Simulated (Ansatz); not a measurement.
# Ca2H3F (built on the sites of a database entry of Ca2H3Br): from the cell to its phonons, part 3 of 3

Aim: the vibrations of Ca2H3F (built on the sites of a database entry of Ca2H3Br), their spectra, and whether the structure is stable.

Ansatz 0.2.0; DFT RPBE, scalar-relativistic, plane waves, PAW.

So far. Step 4 (Relaxing to small forces for the phonons): The largest force component left is 0.44 meV/Å and the pressure is 0.002 GPa, within the tolerances set. The cell now holds 12.27 Å³/atom. Step 5 (Modes at Γ): Before it was imposed, the acoustic sum rule was missed by 2.2e-4 eV/Å² and the charge sum rule by 0.0021 e. Small misses are needed for a sound result but don't prove that mesh and cutoff are converged. The relaxed cell has a = 3.785, c = 5.933 Å (conventional setting).

The structure was built from a prototype and need not be the compound's stable phase.

## (6) Response at finite wavevector

Stability and thermal properties need the whole zone. Linear response on a 3×3×2 q mesh gives force constants as far as a supercell of that size would, and the tensors from the zone-centre run are typed in so that the long-range dipole term is interpolated apart.

input.yaml reads:

```yaml
crystal:
  lattice:
    - [3.78546522, 2.8981e-06, 0.0]
    - [-1.8927351198, 3.2783075966, 0.0]
    - [0.0, 0.0, 5.9327754861]
  atoms:
    - { symbol: Ca, position: [0.6666666667, 0.3333333333, 0.2258894908] }
    - { symbol: Ca, position: [0.3333333333, 0.6666666667, 0.7741105092] }
    - { symbol: H, position: [0.6666666667, 0.3333333333, 0.8130531119] }
    - { symbol: H, position: [0.3333333333, 0.6666666667, 0.1869468881] }
    - { symbol: H, position: [0.0, 0.0, 0.0] }
    - { symbol: F, position: [0.0, 0.0, 0.5] }
kpoints:
  mp_grid: { grid: [9, 9, 4] }
hamiltonian:
  xc: rpbe
scf:
  occupations: { method: fixed }
output:
  eigenvalues: true
phonons:
  method: dfpt
  qmesh: [3, 3, 2]
  temperatures: { t_max: 1000, t_step: 50 }
  qpath:
    path:
      - [[0.0, 0.0, 0.0], [0.5, 0.0, 0.0], [0.33333333, 0.33333333, 0.0], [0.0, 0.0, 0.0], [0.0, 0.0, 0.5], [0.5, 0.0, 0.5], [0.33333333, 0.33333333, 0.5], [0.0, 0.0, 0.5]]
      - [[0.5, 0.0, 0.5], [0.5, 0.0, 0.0]]
      - [[0.33333333, 0.33333333, 0.5], [0.33333333, 0.33333333, 0.0]]
    npoints: 10
  non_analytic_term:
    high_frequency_dielectric_tensor: [[4.3734, 0.0, 0.0], [0.0, 4.3734, 0.0], [0.0, 0.0, 3.5004]]
    born_effective_charges:
      - { species: Ca, tensor: [[2.3243, 0.0, 0.0], [0.0, 2.3243, 0.0], [0.0, 0.0, 2.0016]] }
      - { species: Ca, tensor: [[2.3243, 0.0, 0.0], [0.0, 2.3243, 0.0], [0.0, 0.0, 2.0016]] }
      - { species: H, tensor: [[-1.0192, 0.0, 0.0], [0.0, -1.0192, 0.0], [0.0, 0.0, -0.7988]] }
      - { species: H, tensor: [[-1.0192, 0.0, 0.0], [0.0, -1.0192, 0.0], [0.0, 0.0, -0.7988]] }
      - { species: H, tensor: [[-1.254, 0.0, 0.0], [0.0, -1.254, 0.0], [0.0, 0.0, -0.6926]] }
      - { species: F, tensor: [[-1.3563, 0.0, 0.0], [0.0, -1.3563, 0.0], [0.0, 0.0, -1.7128]] }
    source: "zone-centre run at this cell"
```

Command:

```sh
$ ansatz run input.yaml --threads 8 --pin off --max-ram 14336MiB --backend cpu --events-out ev --progress --plain --runs-dir out
```

Numbers of over 12 decimals in the logs are rounded to 6 here.

What it wrote:

```text
Warning: phonons: the dynamical matrix that this run interpolates holds no multipole term above the dipole-dipole one, and a site of this crystal is no centre of inversion, so its interpolated transverse optical and acoustic branches and sound speeds can stay off near Gamma, and the density of states and the thermodynamics with them. What a run solves at a wave vector of phonons.qpoints, Gamma apart, where the deck admits one, is free of this, and under fd what a larger phonons.supercell samples
[...]
Crystal: 6 atoms, lattice volume = 73.625 Å³
Basis set: ecut = 420 eV, 1459 PW (Γ), exchange–correlation on 54×54×80 points (8 copies of the dense FFT grid, shifted against one another)
Bands: 21, of which v1, the nominal top of the filled ones, is band 15 counted from 1 (14 counted from 0)
Symmetry: 12 space group operations
k-points: 43 of 324
[...]
SCF iter   1: F=—  HF=-4505.511420 eV  |F-HF|=—  |Δ(HF+E_count)|=         —  Δρ=5.53e-3  dr2=2.03e-2  ethr=1.77e-3  ⟨swp⟩=4.1  Hψ=3922  notcnv=0  defer=104
[...]
SCF iter  10: F=-4505.509292 eV  HF=-4505.509292 eV  |F-HF|=2.73e-12  |Δ(HF+E_count)|=  8.00e-11  Δρ=4.97e-8  dr2=1.34e-12  ethr=1.00e-12  ⟨swp⟩=12.4  Hψ=6213  notcnv=0
SCF 1 converged in 10 iterations: F = -4505.509292 eV  dr2 = 1.34e-12
[...]
DFPT response loops at q = (0, 0, 0) (fractional): preconditioner auto → Resta (q_TF=auto, 2.349 Å⁻¹)  ε∞=5.9 (no band partly filled); β = 1.00, the filter's whole step (`scf.mixing.beta` (0.50) is not read by the response loops at its default; to damp them type it under 1.00, their step now; it binds the ground state too); Broyden in place of MSR1
[...]
SCF converged after 10 iterations
Free energy (F): -4505.509292 eV
[...]
Internal energy: -4505.509292 eV  (E = F + TS)
E sigma→0 (E₀):  -4505.509292 eV
Fermi energy:    7.114075 eV
[...]
--- Band table (eV; the first three rows and the last of 43) ---
  k-point 0: bands = [... 11 lower, 1.4187, 1.4187, 3.7460, 6.7799, 9.9933, 10.0748, 10.0748, 10.1966, ... 2 higher]
  k-point 1: bands = [... 11 lower, 1.4166, 1.5754, 3.4652, 6.9193, 9.5417, 9.8763, 9.8763, 10.3141, ... 2 higher]
  k-point 2: bands = [... 11 lower, 1.4144, 2.2351, 2.9638, 7.1141, 9.0408, 9.7475, 9.7475, 10.4134, ... 2 higher]
  k-point 42: bands = [... 11 lower, 1.2463, 3.5984, 3.5984, 3.8892, 9.2983, 9.2983, 10.5710, 11.3656, ... 2 higher]
--- Phonons (Γ-DFPT): 8 representative perturbations + reference (Σ response iterations 31) ---
  ASR residual: 2.547e-5 → 0.000e0 eV/Å²; symmetrization residual: 1.044e-6 eV/Å²
  ASR residual per site (eV/Å²): 2.20e-5 2.20e-5 2.55e-5 2.55e-5 2.15e-5 1.31e-5
[...]
--- Phonons (arbitrary-q DFPT): 6 irreducible q on the 3×3×2 mesh ---
  q = [0.0000, 0.0000, 0.0000] (star 1, of the zone-centre solve; hermiticity 4.60e-7, symmetrization 6.44e-8): -0.00 0.00 0.00 93.01 93.01 128.91 138.02 138.02 194.42 581.09 581.09 651.52 727.64 830.37 1123.40 1123.40 1152.88 1152.88
  q = [0.0000, 0.0000, -0.5000] (star 1, 8 solved perturbations in 824 linear systems a pass and spin channel, the states on 163 of 324 k-point pairs; hermiticity 5.34e-6, symmetrization 2.93e-6): 67.73 67.73 87.14 87.14 114.05 128.28 128.28 154.42 298.43 581.28 581.28 729.07 766.48 930.85 1122.18 1122.18 1153.91 1153.91
[...]
sum rule: each row above includes the acoustic sum rule's correction from the zone centre's row sums; it moved no ω² by more than (2.62 cm⁻¹)²
  mesh force constants: q→R imaginary residual 0.00e0; ASR residual 2.547e-5 → 0.000e0 eV/Å²; symmetrization residual 6.217e-15 eV/Å²
  interpolated dispersion: 94 rows × 18 modes
  density of states and harmonic sums: on the 21×21×12 q-mesh, interpolated from the force constants of a 3×3×2 supercell (with the dipole–dipole term of supplied tensors)
  largest difference from the sums on the solved wave vectors: F 6.33e-2 eV, S 8.38e-5 and C_V 1.97e-5 eV/K
  zero-point energy: 0.564177 eV/cell   skipped modes (ω ≤ 0): 864, of them read as no rigid motion or as one in doubt: 861 (1.711e0 modes/cell left out, lowest -183.17 cm⁻¹)   left out of the sums: 9.51e-2 of the cell's modes: C_V's classical limit lies that fraction below 3 k_B per atom; for a crystal, a wire or a layer, F and S can be off by more, and a phonons.interpolated_qmesh denser along its periods is the remedy for the sampling
```

Run time: 2.8 min. Hardware: 8 threads of Arm Neoverse V2, shared host; peak memory 1.4 GiB; 21 min of CPU time.

Numbers from this step:

```
sum-rule residual before enforcement                    : 2.55e-5 eV/Å²
lowest frequency on the path                            : -184.6 cm⁻¹
highest frequency on the path or at a solved wavevector : 1247 cm⁻¹
lowest mode on the q mesh (acoustic modes at Γ apart)   : -136.8 cm⁻¹
```

Frequencies (cm⁻¹) solved at each irreducible wavevector; negative means imaginary. Frequencies by wavevector, by row:

```tsv
q in reciprocal lattice units	star	mode 1	mode 2	mode 3	mode 4	mode 16	mode 17	mode 18
0 0 0	1	0	0	0	93	1123	1153	1153
0 0 -0.5	1	67.7	67.7	87.1	87.1	1122	1154	1154
0 0.3333 0	6	-124	-52.3	101.8	112.5	1150	1180	1212
0 0.3333 -0.5	6	-88.6	-44.3	103	112.1	1150	1187	1195
0.3333 0.3333 0	2	-96	-96	87	146	1138	1191	1191
0.3333 0.3333 -0.5	2	-136.8	-136.8	114.1	114.1	1139	1191	1191
```

Interpolated from a 3×3×2 q mesh, with the LO-TO term (at Γ the limit along the path; where Γ stands inside the path, tables give the limit on arrival). Phonon branches along the path, in cm⁻¹:

```tsv
point	branch 1	branch 2	branch 3	branch 4	branch 15	branch 16	branch 17	branch 18
Γ	0	0	0	93	1123	1123	1153	1247
halfway	-61	-32	92	98	1119	1152	1169	1225
M	-185	-72	115	131	1117	1149	1190	1192
halfway	-160	-34	98	133	1127	1143	1191	1192
K	-96	-96	87	146	1134	1138	1191	1191
halfway	-35	-33	82	111	1134	1136	1179	1218
Γ	0	0	0	93	1123	1123	1153	1247
halfway	43	43	70	92	1123	1123	1153	1153
A	68	68	87	87	1122	1122	1154	1154
halfway	-66	-43	92	115	1119	1152	1182	1191
L	-105	-37	108	111	1116	1149	1183	1197
halfway	-122	-95	111	117	1129	1140	1189	1193
H	-137	-137	114	114	1133	1139	1191	1191
halfway	-92	-37	90	99	1135	1139	1184	1195
A	68	68	87	87	1122	1122	1154	1154
jump to L	-105	-37	108	111	1116	1149	1183	1197
halfway	-156	-59	112	115	1116	1149	1186	1196
M	-185	-72	115	131	1117	1149	1190	1192
jump to H	-137	-137	114	114	1133	1139	1191	1191
halfway	-117	-117	111	128	1134	1138	1191	1191
K	-96	-96	87	146	1134	1138	1191	1191
```

Tetrahedra on a 21×21×12 mesh, mean over bins of 20 cm-1. Interpolated from a 3×3×2 q mesh. Phonon density of states against wavenumber; read off at these points:

wavenumber (cm⁻¹), phonon density of states (1/cm⁻¹/cell) and a bar:
```
     -190     0.0001 
     -130     0.0132 ######
      -50     0.0201 #########
       10     0.0034 ##
       90     0.0297 ##############
      110     0.0550 ##########################
      150     0.0494 #######################
      230     0.0079 ####
      290     0.0028 #
      350     0.0000 
      430     0.0149 #######
      490     0.0069 ###
      570     0.0118 #####
      590     0.0235 ###########
      630     0.0024 #
      670     0.0240 ###########
      710     0.0106 #####
      770     0.0060 ###
      830     0.0024 #
      910     0.0012 #
      970     0.0000 
     1050     0.0000 
     1110     0.0098 #####
     1130     0.0516 ########################
     1190     0.0646 ##############################
     1250     0.0001
```

The partial phonon density of states has structure finer than the step of the table below, so its rows give means over 50 cm⁻¹, whole bins alone (the curve runs from -192 to 1293 cm⁻¹). Peaks (cm⁻¹: height): Ca -43.0: 0.00611, 115.8: 0.0424, 256.0: 0.0154; F -127.0: 0.00934, -43.0: 0.0119, 171.9: 0.0167; H 582.9: 0.0198, 676.4: 0.0211, 881.9: 0.0185, 1134.1: 0.0493, 1190.2: 0.0500.

Phonopy on the run's constants, 17x17x9 mesh, Gaussian sigma 10.6 cm-1. Interpolated from a 3×3×2 q mesh. Partial phonon density of states against wavenumber; means over each step; values in 1/cm⁻¹/cell:

```tsv
wavenumber (cm⁻¹)	Ca	F	H
-150	4.4e-4	0.00549	0.00104
-100	0.00142	0.00747	8.3e-4
-50	0.00459	0.00945	3.9e-4
0	0.00176	0.00245	9.1e-5
50	0.00423	0.00248	1.3e-4
100	0.0313	0.00616	6.4e-4
150	0.0376	0.0133	0.00128
200	0.0210	0.00765	0.00107
250	0.0118	0.00194	2.2e-4
300	0.00296	3.9e-4	2.8e-5
350	5.7e-7	0	0
400	2.0e-4	2.2e-4	0.00185
450	6.2e-4	0.00107	0.00824
500	2.8e-4	5.3e-4	0.00623
550	3.2e-4	3.6e-4	0.00917
600	3.1e-4	1.3e-4	0.0103
650	1.4e-4	2.1e-4	0.0106
700	2.2e-4	1.8e-4	0.0139
750	1.3e-4	6.4e-5	0.0117
800	3.4e-5	1.6e-5	0.00335
850	9.7e-5	1.2e-5	0.00925
900	9.2e-5	4.2e-6	0.00998
950	3.6e-7	0	8.8e-5
1000	0	0	0
1050	0	0	6.3e-7
1100	8.9e-5	3.8e-6	0.0109
1150	2.3e-4	2.5e-5	0.0365
1200	1.4e-4	3.5e-5	0.0305
1250	2.6e-5	2.5e-7	0.00152
```

Symmetry leaves 6 wavevectors to solve. The lowest mode among them, the acoustic zeros apart, lies at q = (0.333, 0.333, -0.5) and is imaginary, 136.8i cm⁻¹, so the energy falls along it. Between them the interpolated path dips to 185i cm⁻¹.

## (7) Another isotope, element Ca, natural mass 40.078 amu

An isotope changes the mass and not the force constants, so no new electronic calculation is needed; the shifts show which modes move this element.

The same force constants with the mass of Ca changed from 40.078 to 47.953 u (phonopy, no LO-TO term). Both lists are sorted by frequency; levels can cross, so a row need not hold one and the same mode. Modes under 3 cm⁻¹ are left out. Isotope shifts, by row, the first 40 of 60 rows:

```tsv
q	rank	natural mass (cm⁻¹)	changed mass (cm⁻¹)
0 0 0	4	93.01	91.54
0 0 0	5	93.01	91.54
0 0 0	6	128.9	126.3
0 0 0	7	138	126.3
0 0 0	8	138	126.7
0 0 0	9	194.4	178.2
0 0 0	10	581.1	580.3
0 0 0	11	581.1	580.3
0 0 0	12	651.5	651.3
0 0 0	13	727.6	725.7
0 0 0	14	830.4	830.2
0 0 0	15	1123	1123
0 0 0	16	1123	1123
0 0 0	17	1153	1152
0 0 0	18	1153	1152
0 0 -0.5	1	67.73	62.04
0 0 -0.5	2	67.73	62.04
0 0 -0.5	3	87.14	87.01
0 0 -0.5	4	87.14	87.01
0 0 -0.5	5	114	104.6
0 0 -0.5	6	128.3	117.5
0 0 -0.5	7	128.3	117.5
0 0 -0.5	8	154.4	144.7
0 0 -0.5	9	298.4	291.7
0 0 -0.5	10	581.3	580.5
0 0 -0.5	11	581.3	580.5
0 0 -0.5	12	729.1	727.7
0 0 -0.5	13	766.5	765.8
0 0 -0.5	14	930.9	928.5
0 0 -0.5	15	1122	1121
0 0 -0.5	16	1122	1121
0 0 -0.5	17	1154	1153
0 0 -0.5	18	1154	1153
0 0.3333 0	1	-124	-123.3
0 0.3333 0	2	-52.25	-50.29
0 0.3333 0	3	101.8	93.52
0 0.3333 0	4	112.5	103.3
0 0.3333 0	5	144	134.3
0 0.3333 0	6	160.5	154.9
0 0.3333 0	7	166.1	157.5
```

A mode of this element alone would shift by -8.58 %. The highest zone-centre frequency without the field goes from 1152.9 to 1152.0 cm⁻¹ (-0.1 %). The product of the frequency ratios over all optical modes at Γ is 0.724; the product rule, (m/m′)^(3k/2) (M′/M)^(3/2) with k = 2 such atoms and M the mass of the cell, gives 0.724.

## (8) Isotope substitution, element H, natural mass 1.008 amu

The same for H, from 1.01 to 2.01 u.

A mode of this element alone would shift by -29.26 %. The highest zone-centre frequency without the field goes from 1152.9 to 819.7 cm⁻¹ (-28.9 %). The product of the frequency ratios over all optical modes at Γ is 0.046; the product rule, (m/m′)^(3k/2) (M′/M)^(3/2) with k = 3 such atoms and M the mass of the cell, gives 0.046.

## (9) Outcome

* space group after relaxation (within 0.01 Å): P-3m1
* volume per atom: 12.3 Å³
* gap on the k-mesh: 1.73 eV
* highest optical mode at the zone centre (no LO-TO term): 1153 cm⁻¹
* top of the zone-centre spectrum with the field: 1247 cm⁻¹
* lowest optical zone-centre mode: 93.0 cm⁻¹
* mean high-frequency dielectric constant: 4.08
* mean static dielectric constant: 28.8
* largest Born charge (third of the trace): 2.22 e
* lowest mode on the q mesh (acoustic modes at Γ apart): -137 cm⁻¹
* highest frequency on the path or at a solved wavevector: 1247 cm⁻¹
* imaginary modes on the 3×3×2 q mesh: yes

Modes are clearly imaginary (beyond 10i cm⁻¹) at 4 of the 6 irreducible wavevectors, most at q = (0.333, 0.333, -0.5) (136.8i cm⁻¹), so this structure is not a minimum of the energy. Without the field, the optical modes at Γ span 93 to 1153 cm⁻¹. The highest mode in this list at Γ, 1152.9 cm⁻¹, is mostly motion of H (99 % of the kinetic energy). With the macroscopic field of the longitudinal modes the top of the zone-centre spectrum lies at 1247 cm⁻¹, against 1153 cm⁻¹ without it. Lattice motion raises the mean dielectric constant from 4.082 to 28.83. The strongest infrared line is at 581 cm⁻¹. Averaged over orientations, the strongest Raman line at 532 nm and 300 K is at 728 cm⁻¹. The tensors are the static, non-resonant ones, while 532 nm light (2.33 eV) lies above the computed gap. The program warns that the interpolation holds no quadrupole term, so branches close to Γ can be off in this crystal. The starting cell was built on a prototype and not taken from a measurement, so the phase need not exist. These are harmonic frequencies at zero temperature: anharmonic shifts, linewidths and thermal expansion are left out.

[Logs are printed without paths, hosts, clocks, repeated set-up lines and the standing remarks that a program may print on its own settings, such as how far it seeks lower states.]

[Hosts, paths, dates, database ids (printed as entryN), source tags and the programs' standing remarks are cut or masked in the printed files.]
